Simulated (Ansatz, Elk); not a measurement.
# How far do independent atoms describe V2Ga4Pt?

The structure of V2Ga4Pt used here is made up (a known structure type with other elements) and was relaxed beforehand with PBE. The aim is the Fourier transform of its all-electron density, F(hkl), set beside the sum over free spherical atoms that refinements use.

Main program and level: Elk 11.2.3 (patched build); DFT, PBE, all-electron APW+lo, Dirac cores, scalar-relativistic bands, static density, no spin.

The structure was built from a prototype and need not be the compound's stable phase.

## 1. The structure

The structure is tetragonal, space group I4/mmm (No. 139). The conventional cell has a = 6.391 Å, b = 6.391 Å, c = 5.293 Å, α = 90.00°, β = 90.00°, γ = 90.00°. Nearest to Pt lie 4 Ga at 2.59 Å. Nearest to Ga lie 1 Pt at 2.59 Å and 4 V at 2.64 Å and 4 Ga at 2.73 Å. Nearest to V lie 8 Ga at 2.64 Å and 2 V at 2.65 Å. Farther neighbours are not listed.

## 2. Ground state and structure factors

An all-electron density is needed, since X-rays see the cores too. Task 0 finds the density and task 195 Fourier-transforms it; tshift is off so that phases refer to the origin typed.

Contents of elk.in:

```
tasks
  0
  195

xctype
  20

spinpol
  .false.

rgkmax
  7.0

gmaxvr
  14.0

lmaxo
  7

lmaxapw
  8

swidth
  0.002

tshift
  .false.

ramdisk
  .false.

hmaxvr
  5.5

maxscl
  120

epspot
  1e-06

sppath
  './'

avec
  -6.03900968656 6.03900968656 5.00129760143
  6.03900968656 -6.03900968656 5.00129760143
  6.03900968656 6.03900968656 -5.00129760143

atoms
  3
  'Pt.in'
  1
  0.0000000000 0.0000000000 0.0000000000   0.000000 0.000000 0.000000
  'Ga.in'
  4
  0.7139075851 0.2860924149 0.0000000000   0.000000 0.000000 0.000000
  0.2860924149 0.7139075851 0.0000000000   0.000000 0.000000 0.000000
  0.7139075851 0.7139075851 0.4278151702   0.000000 0.000000 0.000000
  0.2860924149 0.2860924149 0.5721848298   0.000000 0.000000 0.000000
  'V.in'
  2
  0.2500000000 0.7500000000 0.5000000000   0.000000 0.000000 0.000000
  0.7500000000 0.2500000000 0.5000000000   0.000000 0.000000 0.000000

ngridk
  6 6 6
```

Started as:

```bash
$ OMP_NUM_THREADS=4 elk
```

Numbers of over 12 decimals in the logs are rounded to 6 here.

The log of the run:

```text
┌─────────────────────────┐
│ Elk code version 11.2.3 │
└─────────────────────────┘

All units are atomic (Hartree, Bohr, etc.)

┌─────────────────────────────────────────────────┐
│ Ground-state run starting from atomic densities │
└─────────────────────────────────────────────────┘

Lattice vectors :
  -6.039009687       6.039009687       5.001297601
   6.039009687      -6.039009687       5.001297601
   6.039009687       6.039009687      -5.001297601

Reciprocal lattice vectors :
  0.1140311061E-17  0.5202165283      0.6281555116
  0.5202165283      0.1140311061E-17  0.6281555116
  0.5202165283      0.5202165283     -0.2811881050E-16

Unit cell volume      :    729.5820521
Brillouin zone volume :   0.3399894676

Muffin-tin inner radius fraction :   0.1000000000E-01

Nuclei treated as point charges

Species : 1 (Pt)
 parameters loaded from : Pt.in
 name : platinum
 nuclear charge    :   -78.00000000
 electronic charge :    78.00000000
 atomic mass :    355605.4401
 muffin-tin radius :    2.604385316
 number of radial points in muffin-tin :   1393
 inner part over the whole radius :   0.9917867676E-02
 number on inner part of muffin-tin    :    998
 approximate nuclear radius :   0.1029052813E-03
 number of mesh points to nuclear radius :    525
 atomic positions (lattice), magnetic fields (Cartesian) :
  1 :   0.00000000  0.00000000  0.00000000    0.00000000  0.00000000  0.00000000

Species : 2 (Ga)
 parameters loaded from : Ga.in
 name : gallium
 nuclear charge    :   -31.00000000
 electronic charge :    31.00000000
 atomic mass :    127097.2539
 muffin-tin radius :    2.232330271
 number of radial points in muffin-tin :    993
 inner part over the whole radius :   0.9850971165E-02
 number on inner part of muffin-tin    :    700
 approximate nuclear radius :   0.7562051033E-04
 number of mesh points to nuclear radius :    340
 atomic positions (lattice), magnetic fields (Cartesian) :
  1 :  -0.28609241  0.28609241  0.00000000    0.00000000  0.00000000  0.00000000
  2 :   0.28609241 -0.28609241  0.00000000    0.00000000  0.00000000  0.00000000
  3 :  -0.28609241 -0.28609241  0.42781517    0.00000000  0.00000000  0.00000000
  4 :   0.28609241  0.28609241 -0.42781517    0.00000000  0.00000000  0.00000000

Species : 3 (V)
 parameters loaded from : V.in
 name : vanadium
 nuclear charge    :   -23.00000000
 electronic charge :    23.00000000
 atomic mass :    92860.67382
 muffin-tin radius :    2.400000000
 number of radial points in muffin-tin :    993
 inner part over the whole radius :   0.9920165687E-02
 number on inner part of muffin-tin    :    699
 approximate nuclear radius :   0.6897515165E-04
 number of mesh points to nuclear radius :    327
 atomic positions (lattice), magnetic fields (Cartesian) :
  1 :   0.25000000 -0.25000000  0.50000000    0.00000000  0.00000000  0.00000000
  2 :  -0.25000000  0.25000000  0.50000000    0.00000000  0.00000000  0.00000000

Total number of atoms per unit cell :    7
Total muffin-tin volume :    376.1975778
 ratio of muffin-tin to unit cell volume :   0.5156343645

Spin treatment :
 spin-unpolarised

Number of Bravais lattice symmetries :   16
Number of crystal symmetries         :   16
Crystal has inversion symmetry
Real symmetric eigensolver will be used

k-point grid :      6     6     6
k-point offset :    0.000000000       0.000000000       0.000000000
k-point set is reduced with full crystal symmetry group
Total number of k-points :       30

Muffin-tin radius times maximum |G+k| :    7.000000000
 using average radius
Maximum |G+k| for APW functions       :    2.999931479
Maximum (1/2)|G+k|²                   :    4.499794439
Maximum |G| for potential and density :    14.00000000
Constant for pseudocharge density :    9
 order of it for each species :   16  16  16
 order of it for pair densities of each species (exact exchange by exxq0 0: 17) :   12   8  10
Radial integration step length :    1

G-vector grid sizes :     45    45    45
Number of G-vectors :    33679

[...]
electron entropic           :    -0.23838069380278E-02
 total energy                :     -28122.154859423

Density of states at Fermi energy :    181.7470996
 (states/Hartree/unit cell)

Estimated indirect band gap :   0.1436667753E-02
 from k-point 14 to k-point 10
Estimated direct band gap   :   0.3655054616E-02
 at k-point 15

Charges :
 core                        :    140.0000000
 valence                     :    108.0000000
 interstitial                :    10.70400373
 muffin-tins (core leakage)
  species : 1 (Pt)
[...]
species : 2 (Ga)
[...]
species : 3 (V)
[...]
total in muffin-tins        :    237.2959963
 total calculated charge     :    247.9910453
 total charge                :    248.0000000
 error                       :   0.8954657101E-02

RMS change in Kohn-Sham potential (target) :   0.4911311782     (  0.1000000000E-05)
Absolute change in total energy (target)   :    1.358350902     (  0.1000000000E-03)

[... loops 3 to 17 left out ...]

┌──────────────────┐
│ Loop number : 18 │
└──────────────────┘

Energies :
 Fermi                       :     0.316049
 sum of occupied eigenvalues :     -16893.646998830
 electron kinetic            :      30958.981809176
 core electron kinetic       :      29430.874509949
 Coulomb                     :     -58329.697322496
 Coulomb potential           :     -46873.254545463
 nuclear-nuclear             :     -3007.1984321085
 electron-nuclear            :     -63847.895537354
 Hartree                     :      8525.3966469671
 Madelung                    :     -34893.070049764
 xc potential                :     -979.37426254220
 exchange                    :     -738.20403178590
 correlation                 :     -12.927793947306
 electron entropic           :    -0.16224831138307E-02
 total energy                :     -28121.848961536

Density of states at Fermi energy :    123.3237987
 (states/Hartree/unit cell)

Estimated indirect band gap :   0.1191156741E-02
 from k-point 20 to k-point 14
Estimated direct band gap   :   0.6409629403E-02
 at k-point 24

Charges :
 core                        :    140.0000000
 valence                     :    108.0000000
 interstitial                :    10.30989256
 muffin-tins (core leakage)
  species : 1 (Pt)
[...]
species : 2 (Ga)
[...]
species : 3 (V)
[...]
total in muffin-tins        :    237.6901074
 total calculated charge     :    247.9914233
 total charge                :    248.0000000
 error                       :   0.8576688885E-02

RMS change in Kohn-Sham potential (target) :   0.6680299223E-06 (  0.1000000000E-05)
Absolute change in total energy (target)   :   0.3944876516E-04 (  0.1000000000E-03)

Convergence targets achieved

┌──────────────────┐
│ Loop number : 19 │
└──────────────────┘

Energies :
 Fermi                       :     0.316049
 sum of occupied eigenvalues :     -16893.646979191
 electron kinetic            :      30958.981842166
 core electron kinetic       :      29430.874532939
 Coulomb                     :     -58329.697333511
 Coulomb potential           :     -46873.254528104
 nuclear-nuclear             :     -3007.1984321085
 electron-nuclear            :     -63847.895575729
 Hartree                     :      8525.3966743264
 Madelung                    :     -34893.070069459
 xc potential                :     -979.37429325372
 exchange                    :     -738.20403132509
 correlation                 :     -12.927793957096
 electron entropic           :    -0.16224829728815E-02
 total energy                :     -28121.848939110

Density of states at Fermi energy :    123.3238117
 (states/Hartree/unit cell)

Estimated indirect band gap :   0.1191175909E-02
 from k-point 20 to k-point 14
Estimated direct band gap   :   0.6409626924E-02
 at k-point 24

Charges :
 core                        :    140.0000000
 valence                     :    108.0000000
 interstitial                :    10.30989335
 muffin-tins (core leakage)
  species : 1 (Pt)
[...]
species : 2 (Ga)
[...]
atom 4                    :    29.40276074     (  0.1814216554E-02)
  species : 3 (V)
   atom 1                    :    21.65980525     ( -0.2221835071E-06)
   atom 2                    :    21.65980525     ( -0.2221835071E-06)
 total in muffin-tins        :    237.6901066
 total calculated charge     :    247.9914233
 total charge                :    248.0000000
 error                       :   0.8576689288E-02

┌──────────────────────────────┐
│ Self-consistent loop stopped │
└──────────────────────────────┘

Warning : core states of species 1 leak from the muffin-tin :   0.4405240248E-03

Warning : core states of species 2 leak from the muffin-tin :   0.1814216554E-02

Wrote STATE.OUT
```

It took 78 s on 4 threads of Arm Neoverse V1, shared host; peak memory 0.28 GiB; 4 min of CPU time.

SFACRHO.OUT:

```text

h k l indices transformed by vhmat matrix:
   1.000000000       0.000000000       0.000000000    
   0.000000000       1.000000000       0.000000000    
   0.000000000       0.000000000       1.000000000    

      h      k      l  multipl.   |H|            Re(F)            Im(F)           |F|

      0      0      0      1   0.0000000       248.00000      0.65658788E-16   248.00000    
      0      0     -1      4  0.73569727       38.252145     -0.12268636E-13   38.252145    
     -1      0      0      8  0.81560075       47.382002      -0.0000000       47.382002    
      1     -1     -1      4   1.0404331       11.327380     -0.56784243E-14   11.327380    
      1      1     -1      2   1.2563110       133.68593      0.10164681E-13   133.68593    
     -1      2      0     16   1.3220081       86.428361      -0.0000000       86.428361    
     -1     -1      0      8   1.4558736       101.72907      0.25586744E-13   101.72907    
      0      0     -2      4   1.4713945       174.58475      0.23345196E-13   174.58475    
     -2      0      2      8   1.6312015      -51.687956     -0.14907687E-13   51.687956    
      2     -2     -1      8   1.6450691       18.497283     -0.11366910E-13   18.497283    
      1     -2      2      8   1.6823218       119.43199      -0.0000000       119.43199    
      3     -1     -1      8   1.9347659       100.62426      0.91160629E-14   100.62426    
     -2     -1      1      8   1.9549525       39.474430     -0.50624925E-14   39.474430    
     -3      2      1     16   1.9780565       10.201126      -0.0000000       10.201126    
     -3      1      2     16   2.0699202       73.083991      0.25958251E-14   73.083991    
      2     -2     -2      4   2.0808661       136.41473      0.17469502E-13   136.41473    
     -3      3      0      4   2.2070918       61.870578     -0.14120056E-13   61.870578    
      3      0     -1     16   2.2145745       72.582203     -0.75937387E-14   72.582203
```

Elk indexes on the primitive cell of elk.in and gives |H| = 4π sin θ/λ in inverse bohr. Below, one row stands for each form hkl of the conventional cell (m members, Friedel mates merged), F is for one primitive cell and the density is static (no thermal factor). Free-atom factors are Waasmaier and Kirfel's, and R is Σm||F|−|F'||/Σm|F|.

| hkl | m | sin θ/λ (Å⁻¹) | abs F, DFT | neutral atoms | diff. |
| --- | --- | --- | --- | --- | --- |
| 110 | 4 | 0.111 | 38.252 | 38.939 | -0.687 |
| 101 | 8 | 0.123 | 47.382 | 47.462 | -0.080 |
| 200 | 4 | 0.157 | 11.327 | 11.328 | -0.001 |
| 002 | 2 | 0.189 | 133.686 | 133.758 | -0.072 |
| 211 | 16 | 0.199 | 86.428 | 86.565 | -0.136 |
| 112 | 8 | 0.219 | 101.729 | 102.489 | -0.760 |
| 220 | 4 | 0.221 | 174.585 | 175.407 | -0.822 |
| 202 | 8 | 0.245 | 51.688 | 52.476 | -0.788 |
| 310 | 8 | 0.247 | 18.497 | 18.279 | +0.219 |
| 301 | 8 | 0.253 | 119.432 | 120.194 | -0.762 |
| 222 | 8 | 0.291 | 100.624 | 101.171 | -0.547 |
| 103 | 8 | 0.294 | 39.474 | 39.529 | -0.054 |
| 321 | 16 | 0.297 | 10.201 | 9.979 | +0.222 |
| 312 | 16 | 0.311 | 73.084 | 73.283 | -0.199 |

## 3. The highest occupied states alone

An energy window below the Fermi level keeps the highest occupied states, to see at which angles they scatter; shallow core shells can lie inside it and anion s states outside. No new self-consistency is needed.

elk.in: that of step 2 with these lines changed.

```diff
@@ -1,3 +1,2 @@
 tasks
-  0
   195
@@ -40,2 +39,5 @@
 
+wsfac
+  -0.051440 0.616050
+
 sppath
```

Started as:

```bash
$ OMP_NUM_THREADS=4 elk
```

The log of the run:

```text
┌─────────────────────────────────┐
│ Elk code version 11.2.3 started │
└─────────────────────────────────┘

Info(readinput): the functional depends on the density's gradient
 muffin-tin radial points multiplied by    2.00000
 (not where nrmtscf is given)

┌────────────────────┐
│ Current task : 195 │
└────────────────────┘
Info(checkmt): changed muffin-tin radius of species 1 (Pt) from   2.8000 to   2.6044
Info(checkmt): changed muffin-tin radius of species 2 (Ga) from   2.4000 to   2.2323

Info(sfacrho): density structure factors written to SFACRHO.OUT

 Energy window :  -0.5144000000E-01  0.6160500000

┌──────────────────┐
│ Elk code stopped │
└──────────────────┘
```

Elapsed: 19 s, on 4 threads; peak memory 0.17 GiB.

States within 10 eV below the Fermi level hold 31.34 electrons; any levels below the window count with the cores, and a count that is not whole means the window cuts a band. Their amplitudes can exceed the total, where window and core parts have opposite phase:

```
hkl  sin θ/λ (Å⁻¹)  abs F, window  abs F, all
110          0.111          0.790      38.252
101          0.123          5.394      47.382
200          0.157          6.762      11.327
002          0.189          2.175     133.686
211          0.199          3.734      86.428
112          0.219          5.044     101.729
220          0.221          5.698     174.585
202          0.245          0.081      51.688
310          0.247          0.105      18.497
301          0.253          1.724     119.432
```

## 4. Another functional

The difference from free atoms is small, so it is set against the change that PBEsol makes.

elk.in: that of step 3 with these lines changed.

```diff
@@ -1,2 +1,3 @@
 tasks
+  0
   195
@@ -4,3 +5,3 @@
 xctype
-  20
+  22
 
@@ -39,5 +40,2 @@
 
-wsfac
-  -0.051440 0.616050
-
 sppath
```

Started as:

```bash
$ OMP_NUM_THREADS=4 elk
```

The log of the run:

```text
┌─────────────────────────┐
│ Elk code version 11.2.3 │
└─────────────────────────┘

All units are atomic (Hartree, Bohr, etc.)

┌─────────────────────────────────────────────────┐
│ Ground-state run starting from atomic densities │
└─────────────────────────────────────────────────┘

Lattice vectors :
  -6.039009687       6.039009687       5.001297601
   6.039009687      -6.039009687       5.001297601
   6.039009687       6.039009687      -5.001297601

Reciprocal lattice vectors :
  0.1140311061E-17  0.5202165283      0.6281555116
[...]
species : 3 (V)
   atom 1                    :    21.65932517     ( -0.2221811588E-06)
   atom 2                    :    21.65932517     ( -0.2221811588E-06)
 total in muffin-tins        :    237.6885593
 total calculated charge     :    247.9913204
 total charge                :    248.0000000
 error                       :   0.8679571440E-02

┌──────────────────────────────┐
│ Self-consistent loop stopped │
└──────────────────────────────┘

Warning : core states of species 1 leak from the muffin-tin :   0.4402919447E-03

Warning : core states of species 2 leak from the muffin-tin :   0.1840865967E-02

Wrote STATE.OUT
[key lines of the parts left out:]
total energy                :     -28108.862889367
```

Elapsed: 78 s, on 4 threads; peak memory 0.29 GiB.

Against the first run R = 0.02 %; the largest change is -0.054 at 004.

## 5. A coarser k-mesh

About half the k-points along each axis test the sampling.

elk.in: that of step 4 with these lines changed.

```diff
@@ -5,3 +5,3 @@
 xctype
-  22
+  20
 
@@ -65,2 +65,2 @@
 ngridk
-  6 6 6
+  3 3 3
```

Started as:

```bash
$ OMP_NUM_THREADS=4 elk
```

The log of the run:

```text
┌─────────────────────────┐
│ Elk code version 11.2.3 │
└─────────────────────────┘

All units are atomic (Hartree, Bohr, etc.)

┌─────────────────────────────────────────────────┐
│ Ground-state run starting from atomic densities │
└─────────────────────────────────────────────────┘

Lattice vectors :
  -6.039009687       6.039009687       5.001297601
   6.039009687      -6.039009687       5.001297601
   6.039009687       6.039009687      -5.001297601

Reciprocal lattice vectors :
  0.1140311061E-17  0.5202165283      0.6281555116
[...]
species : 3 (V)
   atom 1                    :    21.66065675     ( -0.2221831163E-06)
   atom 2                    :    21.66065675     ( -0.2221831163E-06)
 total in muffin-tins        :    237.6918118
 total calculated charge     :    247.9914222
 total charge                :    248.0000000
 error                       :   0.8577776144E-02

┌──────────────────────────────┐
│ Self-consistent loop stopped │
└──────────────────────────────┘

Warning : core states of species 1 leak from the muffin-tin :   0.4407186146E-03

Warning : core states of species 2 leak from the muffin-tin :   0.1813803571E-02

Wrote STATE.OUT
[key lines of the parts left out:]
total energy                :     -28121.852353557
```

Elapsed: 37 s, on 4 threads; peak memory 0.3 GiB; 77 s of CPU time.

Against the first run R = 0.01 %; the largest change is -0.025 at 440.

## 6. Settings against the effect

| run | R against the first run (%) | R against neutral atoms, low angle (%) | wall time |
| --- | --- | --- | --- |
| PBE, rgkmax 7 | 0.00 | 0.57 | 78 s |
| PBEsol | 0.02 | 0.59 | 78 s |
| k-mesh 3×3×3 | 0.01 | 0.57 | 37 s |

## 7. Outcome

```json
{"R against neutral atoms, sin θ/λ < 0.3 Å⁻¹": "0.57 %", "R against neutral atoms, 0.3 to 0.78 Å⁻¹": "0.21 %"}
```

What this shows: Independent neutral atoms miss the calculated amplitudes by R = 0.57 % below 0.3 Å⁻¹ and 0.21 % from there to 0.78 Å⁻¹; by shells, 0.64 % below 0.15 Å⁻¹ (2 forms), 0.57 % 0.15 to 0.3 (11 forms), 0.21 % 0.3 to 0.45 (22 forms), 0.22 % above 0.45 (114 forms). Bonding, aspherical density and the tables' own atoms all enter these figures, and the runs don't part them. The largest change of an amplitude is -0.82 electrons, at 220. The window's part falls from 31.3 electrons at the origin to at most 1.06 between 0.45 and 0.78 Å⁻¹, where compact states inside the window still scatter. Below 0.3 Å⁻¹ the changes that finished (PBEsol and k-mesh 3×3×3) move F by R = 0.02 % at most, against the 0.57 % that separates it from free atoms. The basis has no finished test. These runs have no spin, though d or f shells may be open. Spin-orbit coupling is left out, which can matter for elements this heavy. Part of the difference isn't bonding: the tables are fits to free atoms and ions calculated by other methods than this functional. Thermal motion, anomalous dispersion and extinction are left out.

[Logs are printed without paths, hosts, clocks, repeated set-up lines and the standing remarks that a program may print on its own settings, such as how far it seeks lower states.]

[Hosts, paths, dates, database ids (printed as entryN), source tags and the programs' standing remarks are cut or masked in the printed files.]
